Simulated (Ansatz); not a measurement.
# The 1T-SnSe2 bilayer (AA) between two gates, part 2 of 2

How do the bands of the 1T-SnSe2 bilayer (AA) follow a displacement field between two gates?

Ansatz 0.2.0; plane-wave DFT, PBE-D3(BJ), Ansatz PAW.

So far, gap along the path (eV): step 3 (gated layer, displacement field 0, start network) 0.654; step 4 (displacement field 0.905 V/nm) 0.650; step 5 (displacement field 1.81 V/nm) 0.639; step 6 (displacement field 2.71 V/nm) 0.621.

## (7) Gated layer, displacement field 3.62 V/nm

input.yaml

```yaml
crystal:
  lattice:
    - [3.8347377516, 0.0, 0.0]
    - [-1.9173688758, 3.3209803097, 0.0]
    - [0.0, 0.0, 46.4838401911]
  atoms:
    - { symbol: Se, position: [0.6666666667, 0.3333333333, 0.4012147001] }
    - { symbol: Sn, position: [0.0, 0.0, 0.4355454008] }
    - { symbol: Se, position: [0.3333333333, 0.6666666667, 0.4699015591] }
    - { symbol: Se, position: [0.6666666667, 0.3333333333, 0.5300984409] }
    - { symbol: Sn, position: [0.0, 0.0, 0.5644545992] }
    - { symbol: Se, position: [0.3333333333, 0.6666666667, 0.5987852999] }
  periodic: [true, true, false]
  symmetry: { detect: true }
kpoints:
  mp_grid: { grid: [24, 24, 1] }
  band_path:
    path: [[0, 0, 0], [0.5, 0, 0], [0.33333333, 0.33333333, 0], [0, 0, 0]]
    npoints: 16
hamiltonian:
  xc: pbe
  dispersion: d3bj
scf:
  occupations: { method: fermi_dirac, width: 0.02585 }
  convergence: { dr2_threshold: 1.0e-10 }
output:
  forces: true
  eigenvalues: true
  dos: { projected: true, e_range: [-3, 3], de: 0.01 }
  write_potential: true
  write_density: true
  volumetric_format: npy
  elf: true
external_charges:
  - { charge: 0, barrier: 10, axis: 3, height: 31.334, sigma: 0.25 }
  - { charge: -0.02547, axis: 3, height: 32.834, sigma: 0.5 }
  - { charge: 0, barrier: 10, axis: 3, height: 15.15, sigma: 0.25 }
  - { charge: 0.02547, axis: 3, height: 13.65, sigma: 0.5 }
```

The run is started by

```bash
> ansatz run input.yaml --threads 4 --pin off --max-ram 8192MiB --backend cpu --events-out ev --progress --plain --runs-dir out
```

Elapsed: 2.4 min, on 4 threads of Intel Xeon Platinum 8375C at 2.90GHz (Ice Lake), shared host; peak memory 2.2 GiB; 9.2 min of CPU time.

Running mean over a fixed 2.8 Å (it still follows the layers) of the planar mean; beyond a gate it holds the 10 eV model barrier. The electron's electrostatic potential energy less the Fermi level by z:

```
z (Å)  electron's electrostatic potential energy less the Fermi level (eV)
    4                                                                 14.0
    5                                                                 14.0
    6                                                                 14.0
    7                                                                 14.0
    8                                                                 14.0
    9                                                                 14.0
   10                                                                 14.0
   11                                                                 14.0
   12                                                                 14.0
   13                                                                 14.1
   14                                                                 13.3
   15                                                                 10.1
   16                                                                 6.70
   17                                                                 3.55
   18                                                                0.658
   19                                                                -2.04
   20                                                                -3.21
   21                                                                -2.78
   22                                                               -0.976
   23                                                                0.818
   24                                                                0.326
   25                                                                -1.93
   26                                                                -3.05
   27                                                                -2.58
   28                                                               -0.620
   29                                                                 2.82
   30                                                                 6.05
   31                                                                 10.2
   32                                                                 14.2
   33                                                                 16.9
   34                                                                 17.1
   35                                                                 17.1
   36                                                                 17.1
   37                                                                 17.1
   38                                                                 17.1
   39                                                                 17.1
   40                                                                 17.1
   41                                                                 17.1
   42                                                                 17.1
```

The gap, the smaller of path and mesh, is 0.598 eV.

## (8) Gated layer, displacement field -1.81 V/nm

Edit input.yaml of step 7 so:

```diff
@@ -35,4 +35,4 @@
   - { charge: 0, barrier: 10, axis: 3, height: 31.334, sigma: 0.25 }
-  - { charge: -0.02547, axis: 3, height: 32.834, sigma: 0.5 }
+  - { charge: 0.012735, axis: 3, height: 32.834, sigma: 0.5 }
   - { charge: 0, barrier: 10, axis: 3, height: 15.15, sigma: 0.25 }
-  - { charge: 0.02547, axis: 3, height: 13.65, sigma: 0.5 }
+  - { charge: -0.012735, axis: 3, height: 13.65, sigma: 0.5 }
```

The job ended after 2.6 min (4 threads; peak memory 2.2 GiB; 10 min of CPU time).

The gap, the smaller of path and mesh, is 0.639 eV.

## (9) The series together

This step: plane-wave DFT, PBE-D3(BJ), Ansatz PAW; response to a displacement field between two gates (Ansatz 0.2.0).

The potential behind each gate is read from every run and counted from the uncharged case.

This step gave:

```
electrostatic distance between the gates : 8.406 Å
geometric distance between the gates     : 19.18 Å
```

Electron's potential behind the upper gate less behind the lower, less the value without field. Step of the electron's potential energy between the gates against displacement field D/eps0:

```
displacement field D/eps0 (V/nm)  step of the electron's potential energy between the gates (eV)
                           -1.81                                                           -1.52
                            0.00                                                               0
                            0.90                                                           0.761
                            1.81                                                            1.52
                            2.71                                                            2.28
                            3.62                                                            3.04
```

The smaller of the gaps on the path and on the k-mesh, counted as 0 under 0.03 eV. Table of gap by displacement field D/eps0:

```
displacement field D/eps0 (V/nm)  gap (eV)
                           -1.81     0.639
                            0.00     0.654
                            0.90     0.650
                            1.81     0.639
                            2.71     0.621
                            3.62     0.598
```

By hand: 3.62 V/nm over the 19.18 Å between the sheets would give 6.94 V in vacuum; the run has 3.04 V, as over 8.40 Å.

## (10) Varying the input: scf.algorithm = "density_mixing"

This step: plane-wave DFT, PBE-D3(BJ), Ansatz PAW (Ansatz 0.2.0).

A run with a changed input: it repeats the earlier run at 0.905 V/nm with scf.algorithm to density_mixing.

input.yaml, the sections that differ from step 8:

```yaml
scf:
  occupations: { method: fermi_dirac, width: 0.02585 }
  convergence: { dr2_threshold: 1.0e-10 }
  algorithm: density_mixing
output:
  forces: true
  eigenvalues: true
  write_potential: true
  write_density: true
  volumetric_format: npy
external_charges:
  - { charge: 0, barrier: 10, axis: 3, height: 31.334, sigma: 0.25 }
  - { charge: -0.006368, axis: 3, height: 32.834, sigma: 0.5 }
  - { charge: 0, barrier: 10, axis: 3, height: 15.15, sigma: 0.25 }
  - { charge: 0.006368, axis: 3, height: 13.65, sigma: 0.5 }
# crystal, kpoints, hamiltonian: as in step 8
```

Wall time 92 s (4 threads); peak memory 1.9 GiB; 6 min of CPU time.

This step gave:

```
gap along the path                                                                  : 0.6503 eV
smallest direct gap along the path                                                  : 0.9279 eV
gap, the smaller of path and mesh                                                   : 0.6503 eV
potential beyond the upper barrier and gate, less the barrier, from the Fermi level : 5.944 eV
```

The electronic bands at the labelled points (eV, zero at the Fermi level of the run, which the smearing sets inside the gap):

```
  point  band 43  band 44  band 45  band 46  band 47  band 48  band 49  band 50
      Γ    -0.57    -0.57    -0.44    -0.44     0.92     1.81     2.68     2.80
halfway    -1.55    -0.68    -0.67    -0.41     1.18     1.64     3.60     4.00
      M    -1.46    -1.05    -0.94    -0.62     0.31     0.66     3.53     3.81
halfway    -1.54    -1.50    -1.07    -0.81     1.09     1.22     4.34     4.57
      K    -1.68    -1.68    -0.90    -0.89     0.99     1.73     4.43     4.44
halfway    -1.47    -1.33    -0.98    -0.47     1.70     1.75     4.21     4.34
      Γ    -0.57    -0.57    -0.44    -0.44     0.92     1.81     2.68     2.80
```

```
                                                                                quantity  this run  earlier run  difference
                                                                 gap along the path (eV)    0.6503       0.6503           0
                                                 smallest direct gap along the path (eV)    0.9279       0.9279           0
potential beyond the upper barrier and gate, less the barrier, from the Fermi level (eV)     5.944        5.944           0
```

Nothing in the table moves by 0.01 in its unit.

## (11) A changed input

Another changed input: it repeats the earlier run at 0.905 V/nm with basis.ecutwfc to 36.7 Ry, scf.occupations.method from fermi_dirac to gaussian and scf.occupations.width from 0.02585 to 0.001; its output block differs too.

Edit input.yaml of step 10 so:

```diff
@@ -23,5 +23,4 @@
 scf:
-  occupations: { method: fermi_dirac, width: 0.02585 }
+  occupations: { method: gaussian, width: 0.001 }
   convergence: { dr2_threshold: 1.0e-10 }
-  algorithm: density_mixing
 output:
@@ -37 +36,3 @@
   - { charge: 0.006368, axis: 3, height: 13.65, sigma: 0.5 }
+basis:
+  ecutwfc: "36.7 Ry"
```

The job ended after 1.7 min (4 threads; peak memory 2.4 GiB; 6.8 min of CPU time).

Read from the output:

* gap on the k-mesh: 0.6517 eV
* gap along the path: 0.6505 eV
* smallest direct gap along the path: 0.9280 eV
* gap, the smaller of path and mesh: 0.6505 eV
* potential beyond the upper barrier and gate, less the barrier, from the Fermi level: 5.962 eV

Electronic bands along the path, in eV, zero at the Fermi level of the run, which the smearing sets inside the gap:

```
  point  band 43  band 44  band 45  band 46  band 47  band 48  band 49  band 50
      Γ    -0.55    -0.55    -0.42    -0.42     0.94     1.83     2.70     2.82
halfway    -1.53    -0.67    -0.65    -0.39     1.20     1.66     3.61     4.01
      M    -1.44    -1.03    -0.92    -0.60     0.33     0.68     3.55     3.82
halfway    -1.52    -1.48    -1.05    -0.79     1.11     1.24     4.36     4.59
      K    -1.67    -1.66    -0.88    -0.87     1.00     1.75     4.45     4.46
halfway    -1.45    -1.31    -0.97    -0.45     1.71     1.77     4.23     4.36
      Γ    -0.55    -0.55    -0.42    -0.42     0.94     1.83     2.70     2.82
```

```
                                                                                quantity  this run  earlier run  difference
                                                                 gap along the path (eV)    0.6505       0.6503      2.2e-4
                                                 smallest direct gap along the path (eV)    0.9280       0.9279      9.5e-5
potential beyond the upper barrier and gate, less the barrier, from the Fermi level (eV)     5.962        5.944       0.018
```

What moves beyond 0.01 in its unit (for the dipole 0.5 % and 5e-5 e·Å): potential beyond the upper barrier and gate, less the barrier, from the Fermi level (+0.0177 eV).

## (12) Results

```json
{"gap with uncharged gates": "0.654 eV", "electrostatic distance between the gates": "8.41 Å", "geometric distance between the gates": "19.2 Å", "gap at 3.62 V/nm": "0.598 eV"}
```

**Reading.** The gap goes from 0.65 to 0.60 eV at 3.6 V/nm. The layers screen the field: the voltage is that of a vacuum gap 10.8 Å narrower than the real distance. The gates are charged sheets behind model barriers, not atoms. Gaps are the smaller of those on the path and on the mesh; band edges between these points would make them smaller still. Spin-orbit coupling is left out, which matters for the bands of elements this heavy.

[Long decimals in the printed logs are rounded to 6 places.]

[Logs are printed without paths, hosts, clocks, repeated set-up lines and the standing remarks that a program may print on its own settings, such as how far it seeks lower states.]

[Hosts, paths, dates, database ids (printed as entryN), source tags and the programs' standing remarks are cut or masked in the printed files.]

[Maps of the electrostatic potential energy from Ansatz leave out the sawtooth potential of an applied field or a dipole correction, so their vacuum need not be flat; planar profiles and work functions include it.]
